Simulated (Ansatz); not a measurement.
# CH on Zr(0001), bridge start, 2x2 cell: work function, bands and core levels, part 2 of 3

Wanted: core-level shifts and unfolded surface bands for CH on Zr(0001), bridge start, 2x2 cell.

Ansatz 0.2.0; DFT, PBE, plane-wave PAW, default files, scalar-relativistic.

So far, work function, upper face (eV): step 2 (the clean face) 4.16; step 3 (relaxation) 3.88.

**4. Layer-resolved bands, DOS and potential (continued)**

A(k,E), middle over k along the path and E. Zero: Fermi level.

Ten even steps from '_' (0.00 eV⁻¹) to '@' (3.00 eV⁻¹), each cell a mean:
```
..::::::..::--==++++==========++**==--....--------::::::....
______..--::::::--++@@@@@@@@@@##==----==****++====--::______
____......::::::::--++######**==::----==--::::::--::::::..__
------====--------====------====--::::::........::----::::--
------::....::------::::....::--==--::..............--++==--
======--------==--::__________..----==--::::::::::::--======
%%##**++++++==::..________________::::----::::::::::::--**##
****==::::----::____________________..::::::::::::::--++++**
--==****==::..::..______________..::::::::........::==++==--
______::--::......::__________..::....::::------==++==..____
________..::........::::..::::..........--======--::..______
__________..::....____......______....::........____________
____________..::......________......::______________________
______________....__....::::..__..::________________________
________________....__________....__________________________
__________________..............____________________________
______________________..::....______________________________
____________________________________________________________
____________________________________________________________
____________________________________________________________
____________________________________________________________
____________________________________________________________
```
Columns: k along the path (Å⁻¹) from 0 to 3.07; rows upwards: E (eV) from -7.7 to 1.71.

A(k,E), bottom over k along the path and E. Zero: Fermi level.

Ten even steps from '0' (0.00 eV⁻¹) to '9' (4.30 eV⁻¹), each cell a mean:
```
112112355643333564212344431111
000132112599999732124543343000
113322233368987433333222234421
975433334664345653333222233479
344321245433333444321000012343
444466553200000124321111112344
555556420000000001232222222345
443111210000000000112222223444
113421121000000001222111134321
000021112100000121113444542000
000001111221011211112222210000
000000111012221001110000000000
000000011110000111100000000000
000000001011111011000000000000
000000000110000110000000000000
000000000011111000000000000000
000000000000000000000000000000
000000000000000000000000000000
000000000000000000000000000000
000000000000000000000000000000
000000000000000000000000000000
000000000000000000000000000000
```
Columns: k along the path (Å⁻¹) from 0 to 3.07; rows upwards: E (eV) from -7.7 to 1.71.

Peaks of A(k,E) at the labelled points: for each region the eleven nearest the zero at most, each over 6 % of that point's highest, less those above the energy where the solved bands run out; weight and spread sum the levels within three half widths or 0.3 eV, so near peaks share levels. Peaks of the spectral function, the first 40 of 111 rows:

| point | weight on | E (eV) | A (1/eV) | weight near the peak | rms spread of levels (eV) |
| --- | --- | --- | --- | --- | --- |
| K | total | -4.62 | 0.679 | 0.205 | 0 |
| K | total | -2.16 | 0.976 | 0.216 | 0.051 |
| K | total | -1.74 | 4.162 | 1.229 | 0.049 |
| K | total | -1.32 | 9.265 | 4.04 | 0.14 |
| K | total | -1.04 | 5.322 | 4.855 | 0.23 |
| K | total | -0.78 | 6.716 | 2.985 | 0.134 |
| K | total | 0.1 | 10.17 | 4.581 | 0.1 |
| K | top | -2.18 | 0.547 | 0.185 | 0.051 |
| K | top | -1.64 | 0.804 | 0.416 | 0.167 |
| K | top | -1.32 | 1.322 | 0.589 | 0.155 |
| K | top | -0.78 | 0.837 | 0.297 | 0.114 |
| K | top | -0.28 | 1.164 | 0.787 | 0.118 |
| K | top | -0.06 | 2.194 | 1.17 | 0.146 |
| K | top | 0.1 | 1.814 | 0.947 | 0.091 |
| K | top | 0.46 | 0.582 | 0.139 | 0.06 |
| K | top | 0.88 | 0.195 | 0.043 | 0.067 |
| K | top | 1.52 | 0.425 | 0.225 | 0.129 |
| K | middle | -1.76 | 2.052 | 0.596 | 0.037 |
| K | middle | -1.3 | 3.923 | 1.737 | 0.127 |
| K | middle | -1.04 | 2.623 | 2.164 | 0.212 |
| K | middle | -0.8 | 2.643 | 1.311 | 0.141 |
| K | middle | -0.28 | 0.777 | 0.234 | 0.153 |
| K | middle | 0.08 | 2.097 | 0.86 | 0.089 |
| K | bottom | -1.76 | 1.368 | 0.35 | 0.023 |
| K | bottom | -1.32 | 4.041 | 1.67 | 0.124 |
| K | bottom | -1.04 | 2.171 | 2.132 | 0.24 |
| K | bottom | -0.76 | 3.504 | 1.375 | 0.126 |
| K | bottom | 0.12 | 6.357 | 2.772 | 0.084 |
| Γ | total | -5.32 | 2.731 | 0.809 | 0 |
| Γ | total | -4.92 | 2.359 | 0.671 | 0 |
| Γ | total | -4.1 | 2.8 | 0.844 | 0 |
| Γ | total | -3.26 | 3.045 | 0.964 | 0.09 |
| Γ | total | -2.92 | 3.111 | 0.922 | 0.028 |
| Γ | total | -0.14 | 3.67 | 1.113 | 0.088 |
| Γ | total | 0.34 | 4.788 | 2.014 | 0.113 |
| Γ | total | 0.54 | 4.905 | 2.506 | 0.187 |
| Γ | total | 0.9 | 15.86 | 7.149 | 0.126 |
| Γ | total | 1.18 | 8.015 | 6.583 | 0.204 |
| Γ | total | 1.4 | 7.376 | 3.423 | 0.117 |
| Γ | top | -4.92 | 0.613 | 0.175 | 0 |

The DOS has structure finer than the step of the table below, so its rows give means over 1 eV, whole bins alone (the curve runs from -29.3 to 1.43 eV). Peaks (eV: height): total -26.6: 108, 0.9: 30.8; Zr 4d -0.8: 23.1, 0.2: 25.9, 0.9: 26.8; Zr 5s -4.0: 3.24, -3.3: 4.35, -2.7: 5.42, -0.6: 2.07; Zr 5p* 0.9: 2.01; C 2p -4.8: 2.05, -2.9: 1.24, -2.5: 1.50, -1.5: 1.13.

* holds the states left over by the projection beside any projected weight of its own. Table of DOS by E, zero at the Fermi level; means over each step; 7 of 8 lines; values in states/eV/cell:

| E (eV) | total | Zr 4d | Zr 5s | Zr 5p* | C 2p | C 2s | H 1s |
| --- | --- | --- | --- | --- | --- | --- | --- |
| -28 | 0.320 | 0.00279 | 0.00214 | 0 | 2.6e-5 | 1.0e-5 | 2.3e-6 |
| -27 | 73.8 | 0.649 | 0.470 | 0 | 0.0676 | 0.0356 | 0.00348 |
| -26 | 21.8 | 0.0908 | 0.0319 | 0 | 0.0205 | 0.00225 | 1.9e-4 |
| -25 | 0 | 0 | 0 | 0 | 0 | 0 | 0 |
| -24 | 0 | 0 | 0 | 0 | 0 | 0 | 0 |
| -23 | 0 | 0 | 0 | 0 | 0 | 0 | 0 |
| -22 | 0 | 0 | 0 | 0 | 0 | 0 | 0 |
| -21 | 0 | 0 | 0 | 0 | 0 | 0 | 0 |
| -20 | 0 | 0 | 0 | 0 | 0 | 0 | 0 |
| -19 | 0 | 0 | 0 | 0 | 0 | 0 | 0 |
| -18 | 0 | 0 | 0 | 0 | 0 | 0 | 0 |
| -17 | 0 | 0 | 0 | 0 | 0 | 0 | 0 |
| -16 | 0 | 0 | 0 | 0 | 0 | 0 | 0 |
| -15 | 0 | 0 | 0 | 0 | 0 | 0 | 0 |
| -14 | 0 | 0 | 0 | 0 | 0 | 0 | 0 |
| -13 | 0 | 0 | 0 | 0 | 0 | 0 | 0 |
| -12 | 0 | 0 | 0 | 0 | 0 | 0 | 0 |
| -11 | 1.56 | 0.148 | 0.109 | 0.0452 | 0.0530 | 0.851 | 0.357 |
| -10 | 0.436 | 0.0414 | 0.0301 | 0.0127 | 0.0149 | 0.237 | 0.0997 |
| -9 | 0 | 0 | 0 | 0 | 0 | 0 | 0 |
| -8 | 0 | 0 | 0 | 0 | 0 | 0 | 0 |
| -7 | 0 | 0 | 0 | 0 | 0 | 0 | 0 |
| -6 | 0.00477 | 2.9e-4 | 0.00325 | 4.5e-5 | 8.7e-4 | 9.3e-6 | 3.1e-4 |
| -5 | 2.57 | 0.356 | 0.977 | 0.0579 | 0.871 | 0.0501 | 0.263 |
| -4 | 2.54 | 0.289 | 1.98 | 0.0724 | 0.141 | 0.0215 | 0.0276 |
| -3 | 9.89 | 4.62 | 4.27 | 0.216 | 0.761 | 0.0148 | 0.00619 |
| -2 | 18.6 | 14.3 | 3.01 | 0.388 | 0.884 | 0.0138 | 0.0199 |
| -1 | 22.7 | 19.7 | 1.56 | 0.792 | 0.558 | 0.0201 | 0.0134 |
| 0 | 25.0 | 21.4 | 1.86 | 1.43 | 0.192 | 0.0389 | 0.0204 |

Simulated valence spectra by photon energy, shown to 13 eV, since a deeper line would dwarf them at some energies; the 100 % can be that line's tail at the edge; this run's widths, added to any smearing of the DOS itself: Gaussian 0.2 eV, Lorentzian 0.05 eV plus 0.03 an eV of depth. The intensity by binding energy, zero at the Fermi level; values in % of the maximum within 13 eV:

| binding energy (eV) | 21.2 eV | 40.8 eV | 250 eV | 1486.7 eV | 9251.7 eV |
| --- | --- | --- | --- | --- | --- |
| -1.0 | 0.771 | 0.927 | 0.862 | 1.09 | 1.88 |
| -0.5 | 1.72 | 1.89 | 1.81 | 2.05 | 2.79 |
| 0.0 | 45.6 | 44.9 | 45.9 | 46.6 | 41.5 |
| 0.5 | 92.3 | 96.0 | 92.7 | 91.8 | 81.4 |
| 1.0 | 90.2 | 89.2 | 89.6 | 90.2 | 72.8 |
| 1.5 | 80.6 | 91.5 | 79.3 | 76.5 | 64.4 |
| 2.0 | 66.8 | 69.5 | 66.0 | 68.8 | 83.0 |
| 2.5 | 54.3 | 67.5 | 53.5 | 56.2 | 98.8 |
| 3.0 | 24.6 | 36.6 | 25.3 | 27.0 | 73.0 |
| 3.5 | 6.02 | 9.95 | 7.28 | 10.1 | 47.4 |
| 4.0 | 3.31 | 6.27 | 4.38 | 6.81 | 37.8 |
| 4.5 | 6.52 | 17.4 | 5.38 | 5.59 | 24.6 |
| 5.0 | 6.74 | 18.6 | 5.09 | 4.82 | 19.2 |
| 5.5 | 1.09 | 2.85 | 1.07 | 1.49 | 5.84 |
| 6.0 | 0.394 | 0.980 | 0.533 | 0.932 | 2.98 |
| 6.5 | 0.257 | 0.674 | 0.432 | 0.846 | 2.63 |
| 7.0 | 0.195 | 0.565 | 0.394 | 0.824 | 2.55 |
| 7.5 | 0.162 | 0.528 | 0.385 | 0.829 | 2.57 |
| 8.0 | 0.146 | 0.536 | 0.398 | 0.853 | 2.64 |
| 8.5 | 0.145 | 0.596 | 0.441 | 0.898 | 2.76 |
| 9.0 | 0.169 | 0.753 | 0.543 | 0.976 | 2.94 |
| 9.5 | 0.261 | 1.20 | 0.826 | 1.15 | 3.26 |
| 10.0 | 0.747 | 3.38 | 2.17 | 1.84 | 4.35 |
| 10.5 | 4.51 | 19.9 | 12.4 | 6.86 | 11.7 |
| 11.0 | 1.55 | 6.99 | 4.42 | 3.02 | 6.26 |
| 11.5 | - | 1.66 | 1.13 | 1.48 | 4.16 |
| 12.0 | - | 0.920 | 0.678 | 1.32 | 4.06 |
| 12.5 | - | 0.702 | 0.550 | 1.33 | 4.22 |

Maxima picked by a test of local sharpness, so broad peaks and shoulders can be missing; peaks within 0.45 eV of a curve's cut are left out. Valence peaks, by row:

| photon energy (eV) | binding energy (eV) | height (% of the maximum within 13 eV) | main shell | its share (%) |
| --- | --- | --- | --- | --- |
| 21.2 | 10.6 | 5.032 | Zr 4d | 34.31 |
| 21.2 | 4.75 | 10.82 | C 2p | 50.58 |
| 21.2 | 1.3 | 87.03 | Zr 4d | 95.86 |
| 21.2 | 0.8 | 100 | Zr 4d | 98.4 |
| 40.8 | 26.7 | 308.2 | Zr 4p | 99.05 |
| 40.8 | 10.6 | 22.24 | C 2s | 66.73 |
| 40.8 | 4.75 | 29.96 | C 2p | 70.16 |
| 40.8 | 2.3 | 71.16 | Zr 4d | 71.96 |
| 40.8 | 1.35 | 95.05 | Zr 4d | 84.07 |
| 40.8 | 0.75 | 100 | Zr 4d | 93.2 |
| 250 | 26.7 | 280.3 | Zr 4p | 99.19 |
| 250 | 10.6 | 13.84 | C 2s | 81.22 |
| 250 | 4.75 | 7.934 | Zr 4d | 54.83 |
| 250 | 1.3 | 85.43 | Zr 4d | 97.26 |
| 250 | 0.75 | 100 | Zr 4d | 97.75 |
| 1487 | 26.7 | 976.6 | Zr 4p | 99.76 |
| 1487 | 10.6 | 7.567 | C 2s | 62.77 |
| 1487 | 4.75 | 6.814 | Zr 4d | 49.74 |
| 1487 | 1.75 | 75.35 | Zr 4d | 93.71 |
| 1487 | 0.8 | 100 | Zr 4d | 95.51 |
| 9252 | 26.7 | 3257 | Zr 4p | 99.84 |
| 9252 | 10.6 | 12.7 | C 2s | 43.93 |
| 9252 | 4.65 | 25.02 | Zr 5s | 84.77 |
| 9252 | 3.85 | 41.4 | Zr 5s | 92.13 |
| 9252 | 2.6 | 100 | Zr 5s | 75.19 |
| 9252 | 0.7 | 84.91 | Zr 4d | 59.11 |

The planar mean, electrostatic potential oscillates, so the rows of the table below give means over windows of 1 Å about each position, cut where the curve ends. Its maxima inside the range that stand out by 2 % of the span (Å: eV): 8.9: -0.105, 11.4: 0.137, 13.9: -0.698. Its minima: 7.5: -18.1, 10.1: -17.9, 12.8: -17.8, 15.2: -17.8.

From the Fermi level. Planar mean, electrostatic potential against z; means over each step:

| z (Å) | planar mean, electrostatic potential (eV) |
| --- | --- |
| 0 | 4.08 |
| 1 | 4.16 |
| 2 | 4.18 |
| 3 | 4.18 |
| 4 | 4.14 |
| 5 | 3.85 |
| 6 | 1.54 |
| 7 | -10.9 |
| 8 | -10.5 |
| 9 | -2.33 |
| 10 | -15.1 |
| 11 | -4.04 |
| 12 | -6.48 |
| 13 | -13.8 |
| 14 | -2.22 |
| 15 | -14.0 |
| 16 | -7.31 |
| 17 | 1.64 |
| 18 | 3.48 |
| 19 | 3.85 |
| 20 | 3.88 |
| 21 | 3.88 |
| 22 | 3.88 |
| 23 | 3.88 |
| 24 | 3.90 |
| 25 | 3.99 |

The intensity has structure finer than the step of the table below, so its rows give means over 1 eV, whole bins alone (the curve runs from -29.3 to 1.43 eV). Peaks (eV: height): C K -4.8: 99.0, -2.5: 97.8, -1.5: 73.1; C K, E along x -2.5: 144, -1.5: 108; C K, E along y -2.5: 144, -1.5: 108; C K, E along z -4.8: 293; Zr L-beta2 -1.1: 100.0.

Shapes are the site's partial DOS without matrix elements, which overweights lines from ligand s bands. Table of intensity by emission energy less the core level's binding energy, zero at the Fermi level; means over each step; values in % of the unpolarised maximum:

| emission energy less the core level's binding energy (eV) | C K | C K, E along x | C K, E along y | C K, E along z | Zr L-beta2 |
| --- | --- | --- | --- | --- | --- |
| -28 | 0.762 | 0.735 | 0.737 | 0.814 | 1.08 |
| -27 | 3.14 | 3.21 | 3.22 | 2.98 | 1.68 |
| -26 | 1.85 | 2.21 | 2.19 | 1.16 | 1.29 |
| -25 | 0.383 | 0.438 | 0.435 | 0.278 | 0.712 |
| -24 | 0.158 | 0.171 | 0.170 | 0.134 | 0.469 |
| -23 | 0.0947 | 0.0966 | 0.0964 | 0.0909 | 0.380 |
| -22 | 0.0692 | 0.0666 | 0.0665 | 0.0743 | 0.350 |
| -21 | 0.0577 | 0.0522 | 0.0522 | 0.0686 | 0.347 |
| -20 | 0.0529 | 0.0450 | 0.0449 | 0.0687 | 0.361 |
| -19 | 0.0520 | 0.0415 | 0.0415 | 0.0730 | 0.386 |
| -18 | 0.0542 | 0.0406 | 0.0406 | 0.0813 | 0.423 |
| -17 | 0.0591 | 0.0414 | 0.0415 | 0.0945 | 0.471 |
| -16 | 0.0675 | 0.0439 | 0.0439 | 0.115 | 0.534 |
| -15 | 0.0809 | 0.0480 | 0.0480 | 0.147 | 0.615 |
| -14 | 0.104 | 0.0540 | 0.0540 | 0.204 | 0.724 |
| -13 | 0.151 | 0.0624 | 0.0624 | 0.329 | 0.881 |
| -12 | 0.317 | 0.0740 | 0.0741 | 0.803 | 1.14 |
| -11 | 3.08 | 0.0910 | 0.0912 | 9.06 | 1.61 |
| -10 | 1.99 | 0.114 | 0.115 | 5.75 | 1.86 |
| -9 | 0.424 | 0.150 | 0.150 | 0.970 | 2.05 |
| -8 | 0.485 | 0.208 | 0.208 | 1.04 | 2.62 |
| -7 | 0.877 | 0.312 | 0.312 | 2.01 | 3.68 |
| -6 | 3.38 | 0.535 | 0.537 | 9.07 | 5.75 |
| -5 | 56.9 | 1.47 | 1.48 | 168 | 10.2 |
| -4 | 21.0 | 7.63 | 7.66 | 47.6 | 20.0 |
| -3 | 58.9 | 83.5 | 84.4 | 8.93 | 46.1 |
| -2 | 68.9 | 101 | 100 | 4.97 | 82.5 |
| -1 | 43.5 | 62.2 | 62.1 | 6.14 | 97.4 |
| 0 | 10.8 | 12.9 | 13.0 | 5.67 | 64.9 |

Shapes are the site's partial DOS without matrix elements, which overweights lines from ligand s bands. Emission peaks, by row:

| line | energy (eV) | height (%) |
| --- | --- | --- |
| C K | -10.6 | 6.755 |
| C K | -4.75 | 100 |
| C K | -2.45 | 98.76 |
| C K | -1.45 | 73.98 |
| C K | -0.55 | 36.31 |
| C K, E along x | -2.4 | 145.7 |
| C K, E along x | -1.45 | 109 |
| C K, E along x | -0.6 | 48.04 |
| C K, E along y | -2.45 | 145.7 |
| C K, E along y | -1.45 | 109 |
| C K, E along y | -0.6 | 47.94 |
| C K, E along z | -10.6 | 20.06 |
| C K, E along z | -4.75 | 296.1 |
| C K, E along z | -0.4 | 16.04 |
| Zr L-beta2 | -1.05 | 100 |

Recipe: projected DOS times atomic cross section and asymmetry factor (linear light, 54.7° from the polarisation), occupied states only, Fermi edge at 300 K, a Lorentzian width of 0.05 eV growing by 0.03 eV per eV of binding energy, and a resolution of 0.2 eV. Each atom is damped by exp[−depth/(λ cos θ)], θ = 30° from the normal, λ from the universal curve. Curves are cut 10 eV under the photon energy, above any shell that the free atom's threshold puts out of reach, or at the lower edge of the window: 11.2 eV at 21.2 eV, 29.3 eV at 40.8 eV, 29.3 eV at 250 eV, 29.3 eV at 1486.7 eV and 29.3 eV at 9251.7 eV. A star in tables and legends marks shells that hold the states left over by the projection (0.7 % of the filled ones), a stand-in for orbitals that the files don't project on. Matrix elements of the solid and inelastic losses aren't modelled, nor non-dipole terms, which matter above 3 keV.

Share of each shell in the spectrum's area (%), by photon energy:

| shell | 21.2 eV | 40.8 eV | 250 eV | 1486.7 eV | 9251.7 eV |
| --- | --- | --- | --- | --- | --- |
| C 2s | 0.4 | 1.6 | 1.4 | 0.2 | 0.1 |
| C 2p | 5.7 | 6.7 | 0.6 | 0.0 | 0.0 |
| Zr 5s | 0.1 | 0.3 | 1.1 | 1.2 | 3.4 |
| Zr 4p | 0.0 | 64.0 | 65.7 | 87.2 | 94.5 |
| Zr 4d | 92.7 | 26.8 | 31.1 | 11.3 | 1.9 |

Cross sections used, in Mb an electron:

| shell | 21.2 eV | 40.8 eV | 250 eV | 1486.7 eV | 9251.7 eV |
| --- | --- | --- | --- | --- | --- |
| C 2s | 0.58 | 0.56 | 0.028 | 3.1e-4 | 1.3e-6 |
| C 2p | 2.7 | 0.84 | 0.0047 | 9.8e-6 | 6.5e-9 |
| Zr 5s | 0.033 | 0.038 | 0.0044 | 2.2e-4 | 5.6e-6 |
| Zr 4p | - | 1.0 | 0.038 | 0.0024 | 2.3e-5 |
| Zr 4d | 5.5 | 0.79 | 0.033 | 5.6e-4 | 8.7e-7 |

Regions along c: top from 14.5 to 21.5 Å, middle from 10.8 to 14.5 Å, bottom from 3.5 to 10.8 Å.

The largest force component on a free atom is 0.020 eV/Å, so the atoms are at rest for these settings too. At the Fermi level the DOS is 25.05 states/eV a cell, and on the broadened curves Zr 4d holds 86 % of the total there.

**5. With spin–orbit coupling**

This step: DFT, PBE, plane-wave PAW, default files, with spin-orbit coupling (Ansatz 0.2.0).

Spin–orbit coupling splits and shifts levels of heavy atoms, so the bands are solved again with spinors.

The input, input.yaml:

```yaml
crystal:
  lattice:
    - [6.46, 0.0, 0.0]
    - [3.23, 5.5945241084, 0.0]
    - [0.0, 0.0, 25.305]
  atoms:
    - { symbol: H, position: [0.1683345904, 0.1637959278, 0.6926145411] }
    - { symbol: C, position: [0.1678190269, 0.164538023, 0.6486700347] }
    - { symbol: Zr, position: [0.0007723722, -0.0010089303, 0.6027970774] }
    - { symbol: Zr, position: [0.5003463789, -0.0011125876, 0.6027736145] }
    - { symbol: Zr, position: [0.0005648542, 0.4988059725, 0.6033273948] }
    - { symbol: Zr, position: [0.4999990489, 0.4999916931, 0.5997707523] }
    - { symbol: Zr, position: [0.8340131907, 0.3333486654, 0.504063586] }
    - { symbol: Zr, position: [0.3326604719, 0.3333488767, 0.5040631694] }
    - { symbol: Zr, position: [0.8336500722, 0.8327768598, 0.5026097549] }
    - { symbol: Zr, position: [0.333138378, 0.8337143633, 0.5037366276] }
    - { symbol: Zr, position: [0.0, 0.0, 0.398537838] }
    - { symbol: Zr, position: [0.5, 0.0, 0.398537838] }
    - { symbol: Zr, position: [0.0, 0.5, 0.398537838] }
    - { symbol: Zr, position: [0.5, 0.5, 0.398537838] }
    - { symbol: Zr, position: [0.833333333, 0.333333333, 0.296384114] }
    - { symbol: Zr, position: [0.333333333, 0.333333333, 0.296384114] }
    - { symbol: Zr, position: [0.833333333, 0.833333333, 0.296384114] }
    - { symbol: Zr, position: [0.333333333, 0.833333333, 0.296384114] }
kpoints:
  mp_grid: { grid: [6, 6, 1] }
  band_path:
    path:
      - [0.6666666666667, 0.3333333333333, 0.0]
      - [0.0, 0.0, 0.0]
      - [0.5, 0.0, 0.0]
      - [0.6666666666667, 0.3333333333333, 0.0]
    npoints: 20
scf:
  occupations: { method: fermi_dirac, width: 0.05 }
  n_extra_bands: 50
hamiltonian:
  xc: pbe
  pseudopotentials: { kind: paw_fr }
output:
  forces: true
  write_potential: true
  volumetric_format: []
  fatbands: true
efield:
  axis: 3
  dipole_correction: true
magnetization:
  noncollinear: true
  spin_orbit: true
```

On the command line:

```sh
$ ansatz run input.yaml --threads 8 --pin off --max-ram 20480MiB --backend cpu --events-out ev --progress --plain --runs-dir out
```

It took 30 min on 8 threads of Arm Neoverse V2, shared host; peak memory 17 GiB.

The run was cut off at the time limit after its SCF cycle had converged; no result of it is taken.

[end of part 2 of 3]

[Logs are printed without paths, hosts, clocks, repeated set-up lines and the standing remarks that a program may print on its own settings, such as how far it seeks lower states.]

[Hosts, paths, dates, database ids (printed as entryN), source tags and the programs' standing remarks are cut or masked in the printed files.]

[Maps of the electrostatic potential energy from Ansatz leave out the sawtooth potential of an applied field or a dipole correction, so their vacuum need not be flat; work functions include it.]
